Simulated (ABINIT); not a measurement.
# Quasiparticle gap of Diamond (Fd-3m, 2 atoms a cell) in ABINIT

Wanted: ground state, empty states, screening and self-energy for Diamond (Fd-3m, 2 atoms a cell).

Calculated with ABINIT 10.8.3; LDA and many-body steps on it, plane waves.

**Experimental background.**

- Gap 5.5 eV: band gap, experimental literature value; bulk crystal (quoted in “Fermi level pinning by defects can explain the large reported carbon 1s binding energy variations in diamond”, 2019, arxiv:1902.02958).

- Gap 5.47 eV: experimental band gap used as input; bulk crystal (quoted in “Enhanced Electron Emission Performance and Air‐Surface Stability in ScO‐Terminated Diamond for Thermionic Energy Converters”, 2024, pmc:11600692).

Most raw output is cut from this account.

### 1. The structure

Symmetry: Fd-3m, No. 227, cubic system. Conventional cell: a = 3.567 Å, b = 3.567 Å, c = 3.567 Å, α = 90.00°, β = 90.00°, γ = 90.00°. Nearest to C lie 4 C at 1.54 Å.

Structure file:

```cif
data_structure
_symmetry_space_group_name_H-M 'Fd-3m:1'
_symmetry_Int_Tables_number 227
_cell_length_a 3.5667
_cell_length_b 3.5667
_cell_length_c 3.5667
_cell_angle_alpha 90.000
_cell_angle_beta 90.000
_cell_angle_gamma 90.000
_cell_volume 45.37
loop_
_atom_site_label
_atom_site_type_symbol
_atom_site_symmetry_multiplicity
_atom_site_Wyckoff_symbol
_atom_site_fract_x
_atom_site_fract_y
_atom_site_fract_z
_atom_site_occupancy
C1 C 8 b 0.00000 0.00000 0.50000 1
```

The cell and positions come from the Crystallography Open Database and are kept as given unless a step says otherwise.

### 2. Ground state

This step: ABINIT 10.8.3; DFT, LDA, plane waves, norm-conserving pseudopotentials.

The ground-state density comes first.

run.abi

```
acell 3*1.0 Angstrom
rprim 
  -0.000000000000 1.783370000000 1.783370000000
  1.783370000000 -0.000000000000 1.783370000000
  1.783370000000 1.783370000000 0.000000000000
ntypat 1
znucl 6
natom 2
typat 1 1
xred 
  0.000000000000 0.000000000000 -0.000000000000
  0.250000000000 0.250000000000 0.250000000000
pp_dirpath "pseudos"
pseudos "C.upf"
ecut 37
ngkpt 10 10 10
nshiftk 1
shiftk 0 0 0
kptopt 1
chksymbreak 0
nband 9
occopt 1
tolvrs 1e-10
nstep 60
prtwf 0
optforces 0
optstress 0
indata_prefix "in"
outdata_prefix "out"
tmpdata_prefix "tmp"
```

Launch:

```
OMP_NUM_THREADS=1 mpirun -n 8 abinit run.abi > log
```

It took 3.5 s on 8 MPI ranks of Arm Neoverse N1, shared host; peak memory 0.45 GiB; 27 s of CPU time.

Numbers from this step:

```yaml
total_energy: -328.2734 eV
gap: 4.179 eV
k_of_the_valence_top: 0, 0, 0
k_of_the_conduction_bottom: 0.4, 0.4, 0
least_direct_gap: 5.561 eV
```

The gap is indirect, with the least direct gap 1.38 eV higher.

### 3. Bands along the symmetry lines

Levels along a band path, at the cheap level, show where the edges lie and whether the meshes to come will hold them.

run.abi

```
acell 3*1.0 Angstrom
rprim 
  -0.000000000000 1.783370000000 1.783370000000
  1.783370000000 -0.000000000000 1.783370000000
  1.783370000000 1.783370000000 0.000000000000
ntypat 1
znucl 6
natom 2
typat 1 1
xred 
  0.000000000000 0.000000000000 -0.000000000000
  0.250000000000 0.250000000000 0.250000000000
pp_dirpath "pseudos"
pseudos "C.upf"
ecut 37
iscf -2
irdden 1
kptopt 0
nkpt 50
kpt 
  0.00000000 0.00000000 0.00000000
  0.06250000 0.00000000 0.06250000
  0.12500000 0.00000000 0.12500000
  0.18750000 0.00000000 0.18750000
  0.25000000 0.00000000 0.25000000
  0.31250000 0.00000000 0.31250000
  0.37500000 0.00000000 0.37500000
  0.43750000 0.00000000 0.43750000
  0.50000000 0.00000000 0.50000000
  0.51562500 0.03125000 0.51562500
  0.53125000 0.06250000 0.53125000
  0.54687500 0.09375000 0.54687500
  0.56250000 0.12500000 0.56250000
  0.57812500 0.15625000 0.57812500
  0.59375000 0.18750000 0.59375000
  0.60937500 0.21875000 0.60937500
  0.62500000 0.25000000 0.62500000
  0.37500000 0.37500000 0.75000000
  0.32812500 0.32812500 0.65625000
  0.28125000 0.28125000 0.56250000
  0.23437500 0.23437500 0.46875000
  0.18750000 0.18750000 0.37500000
  0.14062500 0.14062500 0.28125000
  0.09375000 0.09375000 0.18750000
  0.04687500 0.04687500 0.09375000
  0.00000000 0.00000000 0.00000000
  0.06250000 0.06250000 0.06250000
  0.12500000 0.12500000 0.12500000
  0.18750000 0.18750000 0.18750000
  0.25000000 0.25000000 0.25000000
  0.31250000 0.31250000 0.31250000
  0.37500000 0.37500000 0.37500000
  0.43750000 0.43750000 0.43750000
  0.50000000 0.50000000 0.50000000
  0.50000000 0.46875000 0.53125000
  0.50000000 0.43750000 0.56250000
  0.50000000 0.40625000 0.59375000
  0.50000000 0.37500000 0.62500000
  0.50000000 0.34375000 0.65625000
  0.50000000 0.31250000 0.68750000
  0.50000000 0.28125000 0.71875000
  0.50000000 0.25000000 0.75000000
  0.50000000 0.21875000 0.71875000
  0.50000000 0.18750000 0.68750000
  0.50000000 0.15625000 0.65625000
  0.50000000 0.12500000 0.62500000
  0.50000000 0.09375000 0.59375000
  0.50000000 0.06250000 0.56250000
  0.50000000 0.03125000 0.53125000
  0.50000000 0.00000000 0.50000000
istwfk *1
nband 14
nbdbuf 5
tolwfr 1e-07
nstep 50
prtwf 0
prtvol 0
indata_prefix "in"
outdata_prefix "out"
tmpdata_prefix "tmp"
```

Wall time 3 s (8 MPI ranks); peak memory 0.08 GiB; 23 s of CPU time.

This step gave:

| Property | Result |
| --- | --- |
| gap | 4.142 eV |
| k of the valence top | 0, 0, 0 |
| k of the conduction bottom | 0.375, 0, 0.375 |
| least direct gap | 5.561 eV |

The gap is 4.142 eV, −0.036 eV from the run before at this level.

The electronic bands at the labelled points (eV, zero at the top of the highest filled band; v1 is the highest filled band, c1 the lowest empty one):

| point | v4 | v3 | v2 | v1 | c1 | c2 | c3 | c4 |
| --- | --- | --- | --- | --- | --- | --- | --- | --- |
| Γ | -21.35 | 0.00 | 0.00 | 0.00 | 5.56 | 5.56 | 5.56 | 13.52 |
| halfway | -19.07 | -4.41 | -4.13 | -4.13 | 4.44 | 10.24 | 11.51 | 11.51 |
| X | -12.64 | -12.64 | -6.32 | -6.32 | 4.76 | 4.76 | 16.62 | 16.62 |
| halfway | -12.54 | -12.38 | -7.60 | -6.08 | 4.99 | 6.65 | 15.95 | 16.29 |
| U | -12.79 | -11.61 | -9.38 | -5.38 | 5.67 | 10.70 | 14.24 | 15.52 |
| jump to K | -12.79 | -11.61 | -9.38 | -5.38 | 5.67 | 10.70 | 14.24 | 15.52 |
| halfway | -18.79 | -6.44 | -5.57 | -1.75 | 8.11 | 8.65 | 10.02 | 13.63 |
| Γ | -21.35 | 0.00 | 0.00 | 0.00 | 5.56 | 5.56 | 5.56 | 13.52 |
| halfway | -19.63 | -6.55 | -1.75 | -1.75 | 7.75 | 7.75 | 8.22 | 14.56 |
| L | -15.51 | -13.39 | -2.81 | -2.81 | 8.43 | 8.43 | 9.04 | 15.40 |
| halfway | -14.50 | -12.36 | -6.28 | -4.71 | 8.22 | 9.49 | 13.04 | 14.72 |
| W | -11.80 | -11.80 | -8.38 | -8.38 | 10.50 | 10.50 | 12.35 | 12.35 |
| halfway | -12.28 | -12.28 | -7.34 | -7.34 | 6.85 | 6.85 | 15.43 | 15.43 |
| X | -12.64 | -12.64 | -6.32 | -6.32 | 4.76 | 4.76 | 16.62 | 16.62 |

### 4. Empty states on the mesh, 8×8×8 mesh, 74 bands

The sums over transitions need many empty states on a uniform mesh; this step solves for them.

run.abi

```
acell 3*1.0 Angstrom
rprim 
  -0.000000000000 1.783370000000 1.783370000000
  1.783370000000 -0.000000000000 1.783370000000
  1.783370000000 1.783370000000 0.000000000000
ntypat 1
znucl 6
natom 2
typat 1 1
xred 
  0.000000000000 0.000000000000 -0.000000000000
  0.250000000000 0.250000000000 0.250000000000
pp_dirpath "pseudos"
pseudos "C.upf"
ecut 37
ngkpt 8 8 8
nshiftk 1
shiftk 0 0 0
kptopt 1
chksymbreak 0
irdden 1
istwfk *1
nband 74
prtvol 0
optdriver 6
gwr_task "HDIAGO"
paral_kgb 0
occopt 1
indata_prefix "in"
outdata_prefix "out"
tmpdata_prefix "tmp"
```

Run time: 8.1 s. Hardware: 8 MPI ranks; peak memory 0.67 GiB.

Numbers from this step:

| Quantity | Value |
| --- | --- |
| gap | 4.142 eV |
| k of the valence top | 0, 0, 0 |
| k of the conduction bottom | 0.375, 0.375, 0 |
| least direct gap | 5.561 eV |
| k points computed | 29 |
| lowest point of the top converged band, above the valence top | 156.9948 eV |

On this mesh the gap is 4.142 eV.

### 5. Screening, 8×8×8 mesh, 66 bands, screening to 244.9 eV

The RPA dielectric matrix is built and inverted for each q.

This step: RPA screening on LDA, plane waves, norm-conserving pseudopotentials.

run.abi, as its differences from that of step 4:

```diff
@@ -20,10 +20,11 @@
 chksymbreak 0
-irdden 1
 istwfk *1
-nband 74
-prtvol 0
-optdriver 6
-gwr_task "HDIAGO"
-paral_kgb 0
 occopt 1
+irdwfk 1
+optdriver 3
+nband 66
+ecuteps 9
+inclvkb 2
+awtr 1
+symchi 1
 indata_prefix "in"
```

Elapsed: 77 s, on 8 MPI ranks; peak memory 1.1 GiB.

Numbers from this step:

```yaml
eps_infinity_with_local_fields_on_this_mesh_along_the_program_s_q_direction: 5.550
the_same_without_local_fields: 5.988
plasma_frequency: 31.18 eV
plane_waves_in_the_screening_matrix: 113
```

Local fields lower ε∞ by 7 %.

### 6. Self-energy, 8×8×8 mesh, 66 bands, screening to 244.9 eV

The self-energy is evaluated for the states that the input lists, and the levels follow from it, in one-shot runs by the linearised quasiparticle equation.

This step: G0W0 on LDA, plane waves, norm-conserving pseudopotentials.

run.abi

```
acell 3*1.0 Angstrom
rprim 
  -0.000000000000 1.783370000000 1.783370000000
  1.783370000000 -0.000000000000 1.783370000000
  1.783370000000 1.783370000000 0.000000000000
ntypat 1
znucl 6
natom 2
typat 1 1
xred 
  0.000000000000 0.000000000000 -0.000000000000
  0.250000000000 0.250000000000 0.250000000000
pp_dirpath "pseudos"
pseudos "C.upf"
ecut 37
ngkpt 8 8 8
nshiftk 1
shiftk 0 0 0
kptopt 1
chksymbreak 0
istwfk *1
occopt 1
irdwfk 1
optdriver 4
nband 66
gwcalctyp 0
ecutsigx 37
symsigma 1
nkptgw 29
kptgw 
  0.0000000000 0.0000000000 0.0000000000
  0.1250000000 0.0000000000 0.0000000000
  0.2500000000 0.0000000000 0.0000000000
  0.3750000000 0.0000000000 0.0000000000
  0.5000000000 0.0000000000 0.0000000000
  0.1250000000 0.1250000000 0.0000000000
  0.2500000000 0.1250000000 0.0000000000
  0.3750000000 0.1250000000 0.0000000000
  0.5000000000 0.1250000000 0.0000000000
  -0.3750000000 0.1250000000 0.0000000000
  -0.2500000000 0.1250000000 0.0000000000
  -0.1250000000 0.1250000000 0.0000000000
  0.2500000000 0.2500000000 0.0000000000
  0.3750000000 0.2500000000 0.0000000000
  0.5000000000 0.2500000000 0.0000000000
  -0.3750000000 0.2500000000 0.0000000000
  -0.2500000000 0.2500000000 0.0000000000
  0.3750000000 0.3750000000 0.0000000000
  0.5000000000 0.3750000000 0.0000000000
  -0.3750000000 0.3750000000 0.0000000000
  0.5000000000 0.5000000000 0.0000000000
  0.3750000000 0.2500000000 0.1250000000
  0.5000000000 0.2500000000 0.1250000000
  -0.3750000000 0.2500000000 0.1250000000
  0.5000000000 0.3750000000 0.1250000000
  -0.3750000000 0.3750000000 0.1250000000
  -0.2500000000 0.3750000000 0.1250000000
  -0.3750000000 0.5000000000 0.1250000000
  -0.2500000000 0.5000000000 0.2500000000
bdgw 
  1 8
  1 8
  1 8
  1 8
  1 8
  1 8
  1 8
  1 8
  1 8
  1 8
  1 8
  1 8
  1 8
  1 8
  1 8
  1 8
  1 8
  1 8
  1 8
  1 8
  1 8
  1 8
  1 8
  1 8
  1 8
  1 8
  1 8
  1 8
  1 8
ecuteps 9
irdscr 1
ppmodel 1
indata_prefix "in"
outdata_prefix "out"
tmpdata_prefix "tmp"
```

It took 9.4 min on 8 MPI ranks; peak memory 2.2 GiB; 75 min of CPU time.

This step gave:

```
G0W0 gap on the mesh                         : 5.616 eV
starting gap on the mesh                     : 4.142 eV
k of the valence top                         : 0, 0, 0
k of the conduction bottom                   : 0.375, 0.375, 0
Z at the valence top                         : 0.83
Z at the conduction bottom                   : 0.841
least direct G0W0 gap on the computed points : 7.392 eV
```

The gap on the mesh goes from 4.14 eV to 5.62 eV, a correction of +1.47 eV. The start differs from the 4.18 eV found before because the two sample other k points.

Limits: finite bands, cutoff and mesh. v1 is the top filled band, c1 the lowest empty one. The levels before and after the correction (eV, zero at the valence-band top of each column):

|  | conduction bottom | valence top |
| --- | --- | --- |
| Kohn-Sham | 4.14 | 0.00 |
| G0W0 | 5.62 | 0.00 |

|  | level | energy (eV) |
| --- | --- | --- |
| Kohn-Sham | Γ v3-v1 | 0.000 |
| Kohn-Sham | Γ c1-c3 | 5.561 |
| Kohn-Sham | (0.375 0.375 0) v3 | -8.457 |
| Kohn-Sham | (0.375 0.375 0) v2-v1 | -5.756 |
| Kohn-Sham | (0.375 0.375 0) c1 | 4.142 |
| Kohn-Sham | (0.375 0.375 0) c2 | 6.711 |
| Kohn-Sham | (0.375 0.375 0) c3 | 14.976 |
| G0W0 | Γ v3-v1 | 0.000 |
| G0W0 | Γ c1-c3 | 7.392 |
| G0W0 | (0.375 0.375 0) v3 | -9.173 |
| G0W0 | (0.375 0.375 0) v2-v1 | -6.073 |
| G0W0 | (0.375 0.375 0) c1 | 5.616 |
| G0W0 | (0.375 0.375 0) c2 | 8.246 |
| G0W0 | (0.375 0.375 0) c3 | 17.148 |

### 7. Where the time went

Times are wall times on 8 MPI ranks of Arm Neoverse N1, shared host, good to a factor of about two.

| step | time | share | memory (GiB) |
| --- | --- | --- | --- |
| ground state | 3.5 s | 1 % | 0.45 |
| bands along the symmetry lines | 3 s | 0 % | 0.08 |
| empty states on the mesh | 8.1 s | 1 % | 0.67 |
| screening | 77 s | 12 % | 1.1 |
| self-energy | 9.4 min | 86 % | 2.2 |

### 8. Results

```json
{
  "LDA gap": "4.14 eV, indirect",
  "G0W0 gap on the mesh": "5.62 eV",
  "GW settings": "8×8×8 mesh, 66 bands, screening to 244.9 eV, Godby-Needs plasmon pole",
  "known limits": "not at the basis limit"
}
```

What this shows: G0W0 moves the gap on the mesh from 4.14 eV to 5.62 eV (+1.47 eV), with Z of 0.83 and 0.84 at the edges. Local fields lower the RPA ε∞ on this mesh from 5.99 to 5.55. The dearest step here is «self-energy». Against experiment, by G0W0@LDA: the gap of 5.62 eV lies +0.12 eV from the measured 5.5 eV (kind not stated, quoted 2019); the gap of 5.62 eV lies +0.15 eV from the measured 5.47 eV (kind not stated, quoted 2024). The calculation has static nuclei and no excitons; a measured gap holds zero-point and thermal motion, which mostly lowers it. Bands and cutoff are finite, so the gap is not at the basis limit. The miss can reach some tenths of an eV and take either sign; the mesh is an error of its own.

[Paths, hosts, dates, memory and timing lines, banners, echoed tables and standing remarks are left out of the program output.]

[Logs are printed without paths, hosts, clocks, repeated set-up lines and the standing remarks that a program may print on its own settings, such as how far it seeks lower states.]

[Runs of the session that timed out or met a known fault of the program may be left out.]

[Hosts, paths, dates, database ids (printed as entryN), source tags and the programs' standing remarks are cut or masked in the printed files.]

[G0W0 gaps are taken among the corrected bands and points alone; a level outside them can change the order at an edge.]

[Where Ansatz stands beside ABINIT at settings called matched, ABINIT's density can come from a denser mesh and the files from another edition; pairs whose starting gaps differed by over 0.03 eV were left out, so agreement reads better than it is.]
